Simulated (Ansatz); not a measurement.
## Resistivity from frozen vibrations: Ti(0001) with 2 thermally displaced layers, 2x2

Aim: the resistivity of Ti at 500 K from frozen thermal displacements between perfect leads.

Program: Ansatz 0.2.0. Level of theory: Ansatz plane-wave DFT, PBE, PAW files; ballistic transport by layer matching (Landauer), zero bias; PAW set soft_1. Results are calculated unless marked as measured.

## Step 1: The structure

The cell holds 48 atoms: 48 Ti. Cell: a = 5.900 Å, b = 5.900 Å, c = 28.116 Å, α = 90.0°, β = 90.0°, γ = 120.0°. It derives from Ti. Regions: lead, 40 atoms (40 Ti); scattering region, 8 atoms (8 Ti). The structure is stacked along c, and the current runs across the ab planes.

## Step 2: With 2 displaced layers

Each atom of 2 layers is moved at random, by amounts drawn from a normal law 0.0937 Å wide in each direction from the Debye model (420 K) at 500 K. The layers about the cell's end stay perfect and serve as the lead. Disorder leaves little or no symmetry, which makes such runs dear. Energies from -0.05 to 0.05 eV in steps of 0.05 eV are too few for the program's thermal sum, so it prints no conductance; for a metal the transmission near the Fermi level serves, at a fraction of the cost.

File input.yaml:

```yaml
crystal:
  lattice:
    - [5.9, 0.0, 0.0]
    - [-2.95, 5.1095498823, 0.0]
    - [0.0, 0.0, 28.116]
  atoms:
    - { symbol: Ti, position: [0.1666666667, 0.3333333333, 0.0416666667] }
    - { symbol: Ti, position: [0.1666666667, 0.8333333333, 0.0416666667] }
    - { symbol: Ti, position: [0.6666666667, 0.3333333333, 0.0416666667] }
    - { symbol: Ti, position: [0.6666666667, 0.8333333333, 0.0416666667] }
    - { symbol: Ti, position: [0.3333333333, 0.1666666667, 0.125] }
    - { symbol: Ti, position: [0.3333333333, 0.6666666667, 0.125] }
    - { symbol: Ti, position: [0.8333333333, 0.1666666667, 0.125] }
    - { symbol: Ti, position: [0.8333333333, 0.6666666667, 0.125] }
    - { symbol: Ti, position: [0.1666666667, 0.3333333333, 0.2083333333] }
    - { symbol: Ti, position: [0.1666666667, 0.8333333333, 0.2083333333] }
    - { symbol: Ti, position: [0.6666666667, 0.3333333333, 0.2083333333] }
    - { symbol: Ti, position: [0.6666666667, 0.8333333333, 0.2083333333] }
    - { symbol: Ti, position: [0.3333333333, 0.1666666667, 0.2916666667] }
    - { symbol: Ti, position: [0.3333333333, 0.6666666667, 0.2916666667] }
    - { symbol: Ti, position: [0.8333333333, 0.1666666667, 0.2916666667] }
    - { symbol: Ti, position: [0.8333333333, 0.6666666667, 0.2916666667] }
    - { symbol: Ti, position: [0.1666666667, 0.3333333333, 0.375] }
    - { symbol: Ti, position: [0.1666666667, 0.8333333333, 0.375] }
    - { symbol: Ti, position: [0.6666666667, 0.3333333333, 0.375] }
    - { symbol: Ti, position: [0.6666666667, 0.8333333333, 0.375] }
    - { symbol: Ti, position: [0.3341190588, 0.1642433522, 0.4604682787] }
    - { symbol: Ti, position: [0.3300866788, 0.6568404171, 0.4595387649] }
    - { symbol: Ti, position: [0.8627355795, 0.1840397972, 0.4559873259] }
    - { symbol: Ti, position: [0.8075138886, 0.6552334007, 0.4584710997] }
    - { symbol: Ti, position: [0.1277238854, 0.3293198474, 0.5375132349] }
    - { symbol: Ti, position: [0.1500417705, 0.8233495171, 0.5406122325] }
    - { symbol: Ti, position: [0.6827678006, 0.3524570635, 0.541238177] }
    - { symbol: Ti, position: [0.6822735352, 0.8211310884, 0.5428384784] }
    - { symbol: Ti, position: [0.3333333333, 0.1666666667, 0.625] }
    - { symbol: Ti, position: [0.3333333333, 0.6666666667, 0.625] }
    - { symbol: Ti, position: [0.8333333333, 0.1666666667, 0.625] }
    - { symbol: Ti, position: [0.8333333333, 0.6666666667, 0.625] }
    - { symbol: Ti, position: [0.1666666667, 0.3333333333, 0.7083333333] }
    - { symbol: Ti, position: [0.1666666667, 0.8333333333, 0.7083333333] }
    - { symbol: Ti, position: [0.6666666667, 0.3333333333, 0.7083333333] }
    - { symbol: Ti, position: [0.6666666667, 0.8333333333, 0.7083333333] }
    - { symbol: Ti, position: [0.3333333333, 0.1666666667, 0.7916666667] }
    - { symbol: Ti, position: [0.3333333333, 0.6666666667, 0.7916666667] }
    - { symbol: Ti, position: [0.8333333333, 0.1666666667, 0.7916666667] }
    - { symbol: Ti, position: [0.8333333333, 0.6666666667, 0.7916666667] }
    - { symbol: Ti, position: [0.1666666667, 0.3333333333, 0.875] }
    - { symbol: Ti, position: [0.1666666667, 0.8333333333, 0.875] }
    - { symbol: Ti, position: [0.6666666667, 0.3333333333, 0.875] }
    - { symbol: Ti, position: [0.6666666667, 0.8333333333, 0.875] }
    - { symbol: Ti, position: [0.3333333333, 0.1666666667, 0.9583333333] }
    - { symbol: Ti, position: [0.3333333333, 0.6666666667, 0.9583333333] }
    - { symbol: Ti, position: [0.8333333333, 0.1666666667, 0.9583333333] }
    - { symbol: Ti, position: [0.8333333333, 0.6666666667, 0.9583333333] }
kpoints:
  mp_grid: { grid: [4, 4, 1] }
hamiltonian:
  xc: pbe
  pseudopotentials: { kind: paw, azcp: { folder: soft_1 } }
scf:
  occupations: { method: fermi_dirac, width: 0.1 }
output:
  transmission: { leads: [[0, 8]], kmesh: [8, 8], e_range: [-0.05, 0.05], de: 0.05 }
  write_potential: true
  write_density: true
  volumetric_format: npy
  elf: true
```

Launch:

```sh
$ ansatz run input.yaml --threads 4 --pin off --max-ram 15360MiB --backend cpu --events-out ev --progress --plain --runs-dir out
```

Numbers of over 12 decimals in the logs are rounded to 6 here.

Log:

```text
Engine: ansatz 0.2.0, x86_64-unknown-linux-gnu
Pseudopotentials: kind: paw
Pseudopotential: Ti, paw, valence charge 12, recommended cutoff 420 eV (normal), soft_1/Ti.paw.azcp
Functional definition: PBE
  parameter kappa = 0.804
  parameter beta = 0.066725
  exchange = pbe_x(kappa = kappa, mu = beta*pi^2/3)
  correlation = pbe_c(beta = beta)
Crystal: 48 atoms, lattice volume = 847.595 Å³
Basis set: ecut = 420 eV, 16425 PW (Γ)
Bands: 346, of which v1, the nominal top of the filled ones, is band 288 counted from 1 (287 counted from 0)
Symmetry: 1 space group operations
Space group: P1 (ITA 1), of the structure as read, at distance tolerance 9.5e-5 Å
k-points: 10 of 16 (time reversal used)
Non-local potential: Ti, projectors of the file, l = 0: 3, l = 1: 2, l = 2: 3, l = 3: 1
PAW form: soft (Blöchl's): semilocal exchange-correlation on the pseudo side does not see the compensation charge
PAW one-centre angular grid: Ti, 590 points (default); XC on 64 Gauss nodes
Initial density: superposition of atomic densities (chi_scale 0.1, normalization cell)
Initial wavefunctions: pseudopotential atomic-orbital guess
Functional: x = pbe(κ = 0.804, μ = 0.219515), c = pbe(β = 0.066725)
SCF iter   1: F=—  HF=-119994.075125 eV  |F-HF|=—  |Δ(HF+E_count)|=         —  Δρ=5.87e-2  dr2=3.70e1  ethr=3.10e-3  ⟨swp⟩=7.7  Hψ=12662  notcnv=0
preconditioner: auto → Kerker (q_TF=auto, 2.558 Å⁻¹)  [metal: Δε(μ)=0.025 eV  Ē_g=2.560 eV  σ=0.100 eV  W_gap=0.06  n_scr=268 (ndim 8)  ℏωp=17.7 eV  f_vac=0.000  D(μ)=44.38/eV (n_scr^D=392)]
SCF iter   2: F=—  HF=-119986.232806 eV  |F-HF|=—  |Δ(HF+E_count)|=    7.84e0  Δρ=2.62e-2  dr2=8.05e0  ethr=3.10e-3  ⟨swp⟩=2.1  Hψ=5398  notcnv=0
SCF iter   3: F=—  HF=-119984.375570 eV  |F-HF|=—  |Δ(HF+E_count)|=    1.86e0  Δρ=5.78e-3  dr2=2.61e-1  ethr=1.40e-3  ⟨swp⟩=4.5  Hψ=5731  notcnv=0
SCF iter   4: F=—  HF=-119984.368259 eV  |F-HF|=—  |Δ(HF+E_count)|=   7.31e-3  Δρ=1.20e-3  dr2=1.47e-2  ethr=4.52e-5  ⟨swp⟩=3.8  Hψ=5059  notcnv=0  defer=1
SCF iter   5: F=—  HF=-119984.367850 eV  |F-HF|=—  |Δ(HF+E_count)|=   4.09e-4  Δρ=3.14e-4  dr2=1.16e-3  ethr=2.55e-6  ⟨swp⟩=2.0  Hψ=4397  notcnv=0
SCF iter   6: F=—  HF=-119984.367808 eV  |F-HF|=—  |Δ(HF+E_count)|=   4.23e-5  Δρ=7.09e-5  dr2=5.50e-5  ethr=2.01e-7  ⟨swp⟩=2.0  Hψ=4275  notcnv=0
SCF iter   7: F=—  HF=-119984.369101 eV  |F-HF|=—  |Δ(HF+E_count)|=   1.29e-3  Δρ=2.37e-5  dr2=7.44e-6  ethr=9.56e-9  ⟨swp⟩=2.0  Hψ=4733  notcnv=0
SCF iter   8: F=—  HF=-119984.369100 eV  |F-HF|=—  |Δ(HF+E_count)|=   6.70e-7  Δρ=6.96e-6  dr2=6.44e-7  ethr=1.29e-9  ⟨swp⟩=2.0  Hψ=4498  notcnv=0
SCF iter   9: F=-119984.369100 eV  HF=-119984.369100 eV  |F-HF|=3.57e-8  |Δ(HF+E_count)|=   5.04e-8  Δρ=1.96e-6  dr2=4.75e-8  ethr=1.74e-11  ⟨swp⟩=7.8  Hψ=8160  notcnv=0
SCF 1 converged in 9 iterations: F = -119984.369100 eV  dr2 = 4.75e-8
  greatest PAW one-centre occupation: 0.999 electrons in one spin orbital (limit 2), on the Ti atom at site 29 (counted from 0), in its partial waves of l = 0
transmission: 123 of 1190 steps passed
transmission: 246 of 1190 steps passed
[...]
transmission: 1190 of 1190 steps passed
SCF converged after 9 iterations
Free energy (F): -119984.369100 eV
Harris-Foulkes:  -119984.369100 eV  (|F-HF|=3.57e-8)
Internal energy: -119982.491216 eV  (E = F + TS)
E sigma→0 (E₀):  -119983.430158 eV
Entropy (-TS):   -1.877883 eV (-39.123 meV/atom)
Fermi energy:    13.004650 eV
--- Per-component energies (eV) ---
  E_band       = -7762.550408
  E_kinetic    = 13474.939486
  E_local      = -42427.637376  (includes V_loc(G=0)·N_el)
  E_nonlocal   = 2899.189774
  E_hartree    = 16801.540380
  E_xc         = -5568.939534
  E_vxc        = -6972.632777  (∫ρ·V_xc dr)
  E_paw        = -50019.677681  (= ΣΔE_a)
  E_vpaw       = -8339.461791  (= ΣTr[D̂ρ^β])
  E_aug_tail   = -0.003886  (compensation charges beyond the density's cutoff)
  E_ewald      = -55141.902379
  E_smearing   = -1.877883  (= −TS)
  E_closure    = 0.000000  (closes the sum)
  Σ components = -119984.369100   (vs F -119984.369100, Δ=0.00e0)
--- Band table (eV; the first three rows and the last of 10) ---
  k-point 0: bands = [... 284 lower, 13.5227, 13.5283, 13.5397, 13.5742, 13.5950, 13.6148, 13.6236, 13.6407, ... 54 higher]
  k-point 1: bands = [... 284 lower, 13.2416, 13.2522, 13.2702, 13.2758, 13.2833, 13.2857, 13.2992, 13.3247, ... 54 higher]
  k-point 2: bands = [... 284 lower, 12.7730, 12.7812, 12.8339, 12.8635, 12.8738, 12.9043, 12.9245, 12.9337, ... 54 higher]
  k-point 9: bands = [... 284 lower, 12.7659, 12.7888, 12.8232, 12.8582, 12.8972, 12.9077, 12.9311, 12.9346, ... 54 higher]
--- Transmission ---
  basis      : 253 plane waves across, 35 finite elements along
  points     : 34, standing for a mesh of 8 x 8
  energies   : 3 from -0.050000 to 0.050000 eV about the Fermi level, 0.050000 eV apart; the leads are filled to 0.000000 eV, and channels, transmission and decay are at 0.000000 eV
  crystal 0  : Ti8, at the sites [0, 8], period 4.6860 Å, over 23.43 Å; its Hamiltonian steps by up to 6.2 meV
    offset         : up to 0.0000 Å between an atom of the period and one for which it stands
    channels       : 2.656250e0 a spin
    conductance    : none, the energies end too early or step too widely for 300 K: set another output.transmission.e_range or a lower de, or, where they end at an eighth of basis.ecutwfc, a higher one
  junction   : crystal 0 to crystal 0, 0.70 to 24.13 Å
    transmission   : 2.100157e0 a spin
    conductance    : none, the energies end too early or step too widely for 300 K: set another output.transmission.e_range or a lower de, or, where they end at an eighth of basis.ecutwfc, a higher one
```

It took 5.6 min on 4 threads of Intel Xeon Platinum 8488C (Sapphire Rapids), shared host; peak memory 5.9 GiB.

This step gave:

```yaml
free_energy: -119984.3691 eV
energy_at_zero_smearing: -119983.4302 eV
fermi_energy: 13.00 eV
cell_area: 30.15 Å²
transmission_per_spin_nearest_the_fermi_level: 2.100
open_channels_per_spin_nearest_the_fermi_level: 2.656
step_of_the_lead_s_potential: 6.2 meV
```

Per spin. Table of transmission, zone mean by energy, zero at the Fermi level:

```csv
energy (eV),"transmission, zone mean"
-0.0500,1.84
0.0000,2.10
0.0500,2.20
```

Per spin. Open channels, zone mean, lead against energy, zero at the Fermi level:

| energy (eV) | open channels, zone mean, lead |
| --- | --- |
| -0.0500 | 2.25 |
| 0.0000 | 2.66 |
| 0.0500 | 3.22 |

Transmission over k1 and k2. At 0.0000 eV from the Fermi level.

Ten even steps from '0' (0.90) to '9' (4.17):
```
29559100
25333520
05322350
59220229
00532235
20253335
20019559
72115112
```
Columns: k1 (b1) from -0.5 to 0.375; rows upwards: k2 (b2) from -0.5 to 0.375.

Open channels over k1 and k2. At 0.0000 eV from the Fermi level.

Ten even steps from '0' (2.00) to '9' (6.00):
```
09229000
02000200
02000020
59000009
00200002
00020002
00009229
50005000
```
Columns: k1 (b1) from -0.5 to 0.375; rows upwards: k2 (b2) from -0.5 to 0.375.

Electrostatic potential energy in the ca plane at fractional y = 0.164, with atoms of Ti within 0.2 Å of it. With pseudopotentials it is smooth inside the atoms' cores, unlike the true potential.

Ten even steps from '0' (-29 eV) to '9' (15 eV), each cell a mean:
```
89996324799988998411379887899863247999889986
99983000489999996100059999999720015899999972
99972000389999996100059999999610004899999961
99984001489999998311279999999730015899999972
89997435799988999755799998999964358998889986
68999888999766899999999987789998889997668999
57999999999755799999999986789999999986558999
68999878999867899987899988899998789997678999
89996324799988999632379999999863247999889986
99983000489999998300038999999720015899999972
99972000389999998200028999999610004899999961
99984001489999998400048999999730015899999972
89997435799988999743479999999964358998889986
68999888999766899988899987899998889997668999
57999999999755799999999865689999999986558999
68999878999867899866799865689998789997678999
```
Columns run along c (16.0 Å, from fractional 0.22 to 0.78 of the cell; values clipped at the 3rd and 97th percentile), rows up along a (5.9 Å). Atoms in or near the plane, at fractional coordinates: Ti at (0.29, 0.33), Ti at (0.29, 0.83), Ti at (0.46, 0.33), Ti at (0.46, 0.86), Ti at (0.62, 0.33), Ti at (0.62, 0.83).

Valence density in the ca plane at fractional y = 0.164, with atoms of Ti within 0.2 Å of it. It is the smooth field of the valence electrons, not physical close to the nuclei.

Ten steps, logarithmic in the rise over the least value, from '0' (0 e/Å³) to '9' (11 e/Å³), each cell a mean:
```
10002564200111101477521122110135641001110013
10025898410011112799741111110268974100110026
10026998510011113799841011111379985100110137
10015887410011001577620001100258873100110025
10002454200111000233200001100025541001110012
21000111000122100000000011100001110002321000
31000000000233100000000012200000000012331000
21000111000122100011100011100001110001221000
10002564200111000256520000000035641001110013
10025898410010001589851000000268974100100026
10026998510010001699961000000279984100110137
10015887410011001478741000000258873100110025
10002454200111000245420000000025541001110012
21000111000122100011100012100001110002321000
31000000000233100000000133210000000012331000
21000111000122100122210133210001110001221000
```
Columns run along c (16.0 Å, from fractional 0.22 to 0.78 of the cell), rows up along a (5.9 Å). Atoms in or near the plane, at fractional coordinates: Ti at (0.29, 0.33), Ti at (0.29, 0.83), Ti at (0.46, 0.33), Ti at (0.46, 0.86), Ti at (0.62, 0.33), Ti at (0.62, 0.83).

ELF in the ca plane at fractional y = 0.164, with atoms of Ti within 0.2 Å of it. It is the smooth field of the valence electrons, not physical close to the nuclei.

Ten even steps from '0' (0.10) to '9' (0.73), each cell a mean:
```
12311574023211330388502100023115730232113301
77515999416777741899932544464169983267777417
99517989616999952899932788995289894279998428
66514998315656641489613676774159982266566416
12310453023111231022113311123114520231112311
10242101231011024211244100003321013310100232
20155323541022015422354000003542235400210254
00231000231010023100013100003310002310100231
12311574023211231157511332233015730232113301
77515999416777751599951577663169993277777417
99517989617999851798961699872289894279998428
66514998315665651499941577663059982266566416
12310453023111232135302322233114520231112311
10242101231011025310133100003310013310100242
20155323541022025411353013103542235400210254
00231000231010022011022012103310002310100231
```
Columns run along c (16.0 Å, from fractional 0.22 to 0.78 of the cell), rows up along a (5.9 Å). Atoms in or near the plane, at fractional coordinates: Ti at (0.29, 0.33), Ti at (0.29, 0.83), Ti at (0.46, 0.33), Ti at (0.46, 0.86), Ti at (0.62, 0.33), Ti at (0.62, 0.83).

Over the solved energies the transmission per spin lies between 1.84 and 2.20, out of 2.71 channels of the lead on average (up to 3.22).

(Part 1 of 2 ends here.)

[Logs are printed without paths, hosts, clocks, repeated set-up lines and the standing remarks that a program may print on its own settings, such as how far it seeks lower states.]

[Hosts, paths, dates, database ids (printed as entryN), source tags and the programs' standing remarks are cut or masked in the printed files.]
